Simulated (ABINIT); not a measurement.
## AlBTe3 (Pm-3m): zone-centre phonons

Aim: the zone-centre modes of AlBTe3 (Pm-3m).

Method: DFT LDA, scalar-relativistic, plane waves, PseudoDojo norm-conserving pseudopotentials, in ABINIT 10.8.3.

This is a report of a sequence of runs, with most program output left out.

The structure was built from a prototype and need not be the compound's stable phase.

**1. Starting point**

The structure is cubic, space group Pm-3m (No. 221). Conventional cell: a = 4.811 Å, b = 4.811 Å, c = 4.811 Å, α = 90.00°, β = 90.00°, γ = 90.00°. Nearest to Al lie 12 Te at 3.40 Å. Nearest to B lie 6 Te at 2.41 Å. Nearest to Te lie 2 B at 2.41 Å and 4 Al at 3.40 Å. Farther neighbours and most contacts between anions are not listed.

Structure file:

```cif
data_structure
_symmetry_space_group_name_H-M 'P 1'
_symmetry_Int_Tables_number 1
_cell_length_a 4.8112
_cell_length_b 4.8112
_cell_length_c 4.8112
_cell_angle_alpha 90.000
_cell_angle_beta 90.000
_cell_angle_gamma 90.000
_cell_volume 111.37
loop_
_atom_site_label
_atom_site_type_symbol
_atom_site_fract_x
_atom_site_fract_y
_atom_site_fract_z
_atom_site_occupancy
Al1 Al 0.00000 0.00000 0.00000 1
B2 B 0.50000 0.50000 0.50000 1
Te3 Te 0.50000 0.50000 0.00000 1
Te4 Te 0.50000 0.00000 0.50000 1
Te5 Te 0.00000 0.50000 0.50000 1
```

**2. A first look**

A first run with smearing and empty bands tells whether the crystal has a gap, which decides between fixed occupations and smearing later on.

The input, probe.abi:

```
# ground state
tolvrs 1.0d-08
prtden 1
prtwf 1

# basis, mesh and filling
ecut 34.0
ngkpt 4 4 4
nshiftk 1
shiftk 0.0 0.0 0.0
istwfk *1
occopt 7
tsmear 0.005
nband 37
nstep 100
diemac 9.0
prtebands 0
prtgsr 0
useylm 1

# cell and atoms
acell 9.091850331 9.091850331 9.091850331
rprim 
    1.0 0.0 0.0
    0.0 1.0 0.0
    0.0 0.0 1.0
ntypat 3
znucl 13 5 52
natom 5
typat 1 2 3 3 3
xred 
    0.0 0.0 0.0
    0.5 0.5 0.5
    0.5 0.5 0.0
    0.5 0.0 0.5
    0.0 0.5 0.5
pp_dirpath "./pseudo"
pseudos "Al.upf, B.upf, Te.upf"
```

Started as:

```sh
$ OMP_NUM_THREADS=1 mpirun -n 4 abinit probe.abi > probe.log
```

The job ended after 29 s (4 MPI ranks of Arm Neoverse V1, shared host; 1.9 min of CPU time).

Read from the output:

```
volume per atom   : 22.27 Å³
pressure          : 0.2200 GPa
gap on the k-mesh : 0 eV
```

No gap opens on this mesh, so smearing is kept; the printed pressure holds the stress of the finite basis too.

**3. Rough relaxation**

The typed start is rough, so a first relaxation with smearing and loose thresholds takes it towards rest cheaply.

The input, prerelax.abi:

```
# relaxation
ionmov 2
optcell 2
dilatmx 1.15
chkdilatmx 0
ntime 40
tolmxf 3.0d-04
tolvrs 1.0d-10
prtwf 0
prtden 0
chksymtnons 0

# basis, mesh and filling
ecut 34.0
ecutsm 3.0
ngkpt 4 4 4
nshiftk 1
shiftk 0.0 0.0 0.0
istwfk *1
occopt 7
tsmear 0.005
nband 37
nstep 100
diemac 1000000.0
prtebands 0
prtgsr 0
useylm 1

# cell and atoms
acell 9.091850331 9.091850331 9.091850331
rprim 
    1.0 0.0 0.0
    0.0 1.0 0.0
    0.0 0.0 1.0
ntypat 3
znucl 13 5 52
natom 5
typat 1 2 3 3 3
xred 
    0.0 0.0 0.0
    0.5 0.5 0.5
    0.5 0.5 0.0
    0.5 0.0 0.5
    0.0 0.5 0.5
pp_dirpath "./pseudo"
pseudos "Al.upf, B.upf, Te.upf"
```

Started as:

```sh
$ OMP_NUM_THREADS=1 mpirun -n 4 abinit prerelax.abi > prerelax.log
```

Run time: 2.4 min. Hardware: 4 MPI ranks; 9.7 min of CPU time.

Relaxation path:

```
step  energy less that of the first step (eV)  largest force (eV/Å)  volume (Å³)
   1                                   0.0000                0.0000       111.37
   2                                  -0.0012                0.0000       111.63
   3                                  -0.0033                0.0000       112.73
```

```
conventional cell, symmetrised  before  after  change
                         a (Å)   4.811  4.831  +0.4 %
                         b (Å)   4.811  4.831  +0.4 %
                         c (Å)   4.811  4.831  +0.4 %
              volume (Å³/atom)   22.27  22.55  +1.2 %
```

Final coordinates:

```cif
data_structure
_symmetry_space_group_name_H-M 'P 1'
_symmetry_Int_Tables_number 1
_cell_length_a 4.8307
_cell_length_b 4.8307
_cell_length_c 4.8307
_cell_angle_alpha 90.000
_cell_angle_beta 90.000
_cell_angle_gamma 90.000
_cell_volume 112.73
loop_
_atom_site_label
_atom_site_type_symbol
_atom_site_fract_x
_atom_site_fract_y
_atom_site_fract_z
_atom_site_occupancy
Al1 Al 0.00000 0.00000 0.00000 1
B2 B 0.50000 0.50000 0.50000 1
Te3 Te 0.50000 0.50000 0.00000 1
Te4 Te 0.50000 0.00000 0.50000 1
Te5 Te 0.00000 0.50000 0.50000 1
```

Read from the output:

```yaml
volume_per_atom: 22.55 Å³
pressure: 0.009939 GPa
```

The volume changes by +1.2 % in this run and stands +1.2 % from the first cell.

**4. Relaxation**

The harmonic expansion needs vanishing forces, and a free crystal bears no stress, so cell and atoms are brought to rest. Stress is more sensitive to the basis than forces are: the last 3 Ha under the cutoff are smoothed with ecutsm, and the cutoff is raised above that of the later runs.

The input, relax.abi:

```
# relaxation
ionmov 2
optcell 2
dilatmx 1.08
ntime 40
tolmxf 1.0d-05
tolvrs 1.0d-14
prtwf 0
prtden 0
chksymtnons 0

# basis, mesh and filling
ecut 42.0
ecutsm 3.0
ngkpt 6 6 6
nshiftk 1
shiftk 0.0 0.0 0.0
istwfk *1
occopt 7
tsmear 0.01
nband 37
nstep 100
diemac 1000000.0
prtebands 0
prtgsr 0
useylm 1

# cell and atoms
acell 9.128701647 9.128701647 9.128701647
rprim 
    1.0 0.0 0.0
    0.0 1.0 0.0
    0.0 0.0 1.0
ntypat 3
znucl 13 5 52
natom 5
typat 1 2 3 3 3
xred 
    0.0 0.0 0.0
    0.5 0.5 0.5
    0.5 0.5 0.0
    0.5 0.0 0.5
    0.0 0.5 0.5
pp_dirpath "./pseudo"
pseudos "Al.upf, B.upf, Te.upf"
```

Started as:

```sh
$ OMP_NUM_THREADS=1 mpirun -n 4 abinit relax.abi > relax.log
```

Run time: 7.3 min. Hardware: 4 MPI ranks.

Step by step:

```
step  energy less that of the first step (eV)  largest force (eV/Å)  volume (Å³)
   1                                   0.0000                0.0000       112.73
   2                                  -0.0013                0.0000       112.44
   3                                  -0.0040                0.0000       111.18
   4                                  -0.0040                0.0000       111.21
```

```
conventional cell, symmetrised  before  after  change
                         a (Å)   4.831  4.809  -0.5 %
                         b (Å)   4.831  4.809  -0.5 %
                         c (Å)   4.831  4.809  -0.5 %
              volume (Å³/atom)   22.55  22.24  -1.3 %
```

The relaxed structure:

```xyz
5
Lattice="4.8089 0.0000 0.0000 0.0000 4.8089 0.0000 0.0000 0.0000 4.8089" Properties=species:S:1:pos:R:3 pbc="T T T"
Al    0.0000    0.0000    0.0000
B     2.4045    2.4045    2.4045
Te    2.4045    2.4045    0.0000
Te    2.4045    0.0000    2.4045
Te    0.0000    2.4045    2.4045
```

Numbers from this step:

```
volume per atom : 22.24 Å³
pressure        : -2.06e-4 GPa
```

The volume changes by -1.3 % in this run and stands -0.1 % from the first cell.

**5. Ground state**

The response is built on these wavefunctions, so the potential is converged far more tightly than an energy would need. Smearing stays on, as the first look found no gap above 0.3 eV.

The input, gs.abi:

```
# ground state
tolvrs 1.0d-16
prtden 1
prtwf 1

# basis, mesh and filling
ecut 34.0
ngkpt 6 6 6
nshiftk 1
shiftk 0.0 0.0 0.0
istwfk *1
occopt 7
tsmear 0.01
nband 37
nstep 100
diemac 1000000.0
prtebands 0
prtgsr 0
useylm 1

# cell and atoms
acell 9.087507568 9.087507568 9.087507568
rprim 
    1.0 0.0 0.0
    0.0 1.0 0.0
    0.0 0.0 1.0
ntypat 3
znucl 13 5 52
natom 5
typat 1 2 3 3 3
xred 
    0.0 0.0 0.0
    0.5 0.5 0.5
    0.5 0.5 0.0
    0.5 0.0 0.5
    0.0 0.5 0.5
pp_dirpath "./pseudo"
pseudos "Al.upf, B.upf, Te.upf"
```

Started as:

```sh
$ OMP_NUM_THREADS=1 mpirun -n 4 abinit gs.abi > gs.log
```

Elapsed: 63 s, on 4 MPI ranks; 4.2 min of CPU time.

Numbers from this step:

| Item | Value |
| --- | --- |
| pressure | -0.5683 GPa |

The cell stands at -0.57 GPa: the relaxation ran with a smoothed and higher cutoff, and the difference is a stress of the finite basis.

**6. Linear response at Γ**

At q = 0 one unit cell holds all displacements. The response is solved for single atoms along the cell's directions, and symmetry skips those that follow from others. The crystal is treated as a metal, which screens a static field, so no field response is asked.

The input, dfpt_gamma.abi:

```

# common to the responses
getwfk_filepath "gso_WFK"
kptopt 2
nqpt 1
qpt 0.0 0.0 0.0
asr 0
chneut 0

# displacements
rfphon 1
rfatpol 1 5
rfdir 1 1 1
tolvrs 1.0d-10
prtwf 0

# basis, mesh and filling
ecut 34.0
ngkpt 6 6 6
nshiftk 1
shiftk 0.0 0.0 0.0
istwfk *1
occopt 7
tsmear 0.01
nband 37
nstep 100
diemac 1000000.0
prtebands 0
prtgsr 0
useylm 1

# cell and atoms
acell 9.087507568 9.087507568 9.087507568
rprim 
    1.0 0.0 0.0
    0.0 1.0 0.0
    0.0 0.0 1.0
ntypat 3
znucl 13 5 52
natom 5
typat 1 2 3 3 3
xred 
    0.0 0.0 0.0
    0.5 0.5 0.5
    0.5 0.5 0.0
    0.5 0.0 0.5
    0.0 0.5 0.5
pp_dirpath "./pseudo"
pseudos "Al.upf, B.upf, Te.upf"
```

Started as:

```sh
$ OMP_NUM_THREADS=1 mpirun -n 4 abinit dfpt_gamma.abi > dfpt_gamma.log
```

The job ended after 7.9 min (4 MPI ranks; 32 min of CPU time).

This step gave:

```
largest acoustic frequency at the zone centre before the sum rule : -3.62 cm⁻¹
highest optical zone-centre mode (no LO-TO term)                  : 219.6 cm⁻¹
lowest optical zone-centre mode                                   : -102.3 cm⁻¹
```

The acoustic modes at Γ come out as far as 3.6 cm⁻¹ from zero, where they should vanish, a small numerical error. The lowest optical mode is imaginary, 102i cm⁻¹, an instability at this level and on this k mesh.

**7. Modes with the sum rule**

anaddb reads the merged derivatives and imposes the acoustic sum rule.

The input, anaddb.abi:

```
ddb_filepath "gamma_DDB"
output_file "anaddb.abo"
outdata_prefix "anaddb"
asr 1
chneut 1
enunit 2
eivec 1
nph1l 1
qph1l 0.0 0.0 0.0 1.0
```

The input, mrgddb.in:

```
gamma_DDB
merged
2
dfpt_gammao_DDB
gso_DDB
```

Started as:

```sh
$ mrgddb < mrgddb.in > mrgddb.log
$ OMP_NUM_THREADS=1 anaddb anaddb.abi > anaddb.log
```

The job ended after 0.51 s (1 thread).

This step gave:

| Property | Result |
| --- | --- |
| highest optical zone-centre mode (no LO-TO term) | 219.7 cm⁻¹ |

No LO-TO term; unit eigenvectors of the mass-weighted matrix, from anaddb's displacements. The modes at Γ (shares of kinetic energy by element, %) (negative means imaginary):

```
mode  frequency (cm⁻¹)  symmetry  Al %  B %  Te %
   1            -102.3       T1u    91    0     9
   2            -102.3       T1u    91    0     9
   3            -102.3       T1u    91    0     9
   4               0.0  acoustic     6    3    91
   5               0.0  acoustic     6    3    91
   6               0.0  acoustic     6    3    91
   7              30.5       T2u     0    0   100
   8              30.5       T2u     0    0   100
   9              30.5       T2u     0    0   100
  10              73.0       T1u     2   27    71
  11              73.0       T1u     2   27    71
  12              73.0       T1u     2   27    71
  13             219.7       T1u     0   71    29
  14             219.7       T1u     0   71    29
  15             219.7       T1u     0   71    29
```

Displacements in mode 1 (-102.3 cm⁻¹), the largest set to 1:
```
Al1  0.00  0.00 -1.00
B2   0.00  0.00 -0.09
Te3  0.00  0.00  0.02
Te4  0.00  0.00  0.10
Te5  0.00  0.00  0.10
```

Displacements in mode 7 (30.5 cm⁻¹), the largest set to 1:
```
Al1  0.00  0.00  0.00
B2   0.00  0.00  0.00
Te3  0.00  0.00  0.00
Te4  0.00  0.00  1.00
Te5  0.00  0.00 -1.00
```

The rule moves no optical mode by more than 0.2 cm⁻¹.

**8. Sum rules set otherwise (asr 0)**

Without the rule the raw error of the acoustic modes shows.

anaddb.abi, as its differences from that of step 7:

```diff
@@ -3,4 +3,4 @@
 outdata_prefix "anaddb"
-asr 1
-chneut 1
+asr 0
+chneut 0
 enunit 2
```

mrgddb.in is that of step 7.

Elapsed: 0.5 s, on 1 thread.

Numbers from this step:

```yaml
highest_optical_zone_centre_mode_no_lo_to_term: 219.6 cm⁻¹
```

Zone-centre frequencies as printed; negative means imaginary. Modes:

```
mode  frequency (cm⁻¹)
   1            -102.3
   2            -102.3
   3            -102.3
   4             -3.62
   5             -3.62
   6             -3.62
   7             30.38
   8             30.38
   9             30.38
  10              72.8
  11              72.8
  12              72.8
  13             219.6
  14             219.6
  15             219.6
```

**9. Outcome**

| Quantity | Value |
| --- | --- |
| space group after relaxation | Pm-3m |
| volume per atom | 22.2 Å³ |
| highest optical zone-centre mode (no LO-TO term) | 219.7 cm⁻¹ |
| lowest optical zone-centre mode | -102.3 cm⁻¹ |
| imaginary optical modes at the zone centre (no q mesh in this session) | yes |

**Reading.** At the LDA level the optical modes of AlBTe3 (Pm-3m) at the zone centre run from 102i to 220 cm⁻¹, so the structure is a saddle point, with 3 modes beyond 10i cm⁻¹ there. The base run prints -0.57 GPa, mostly the error of a finite basis; the relaxation, with a smoothed and higher cutoff, had brought the cell to rest. These are harmonic frequencies at zero temperature: anharmonic shifts and linewidths and thermal expansion are left out. Spin-orbit coupling is left out, which can matter for the heavy elements here. In a metal the frequencies hang on the k mesh and the smearing, most of all near Kohn anomalies. The structure is a hypothetical one, built on a prototype.

[Host names and launcher messages were left out of these logs when they were recorded.]

[Logs are printed without paths, hosts, clocks, repeated set-up lines and the standing remarks that a program may print on its own settings, such as how far it seeks lower states.]

[Hosts, paths, dates, database ids (printed as entryN), source tags and the programs' standing remarks are cut or masked in the printed files.]
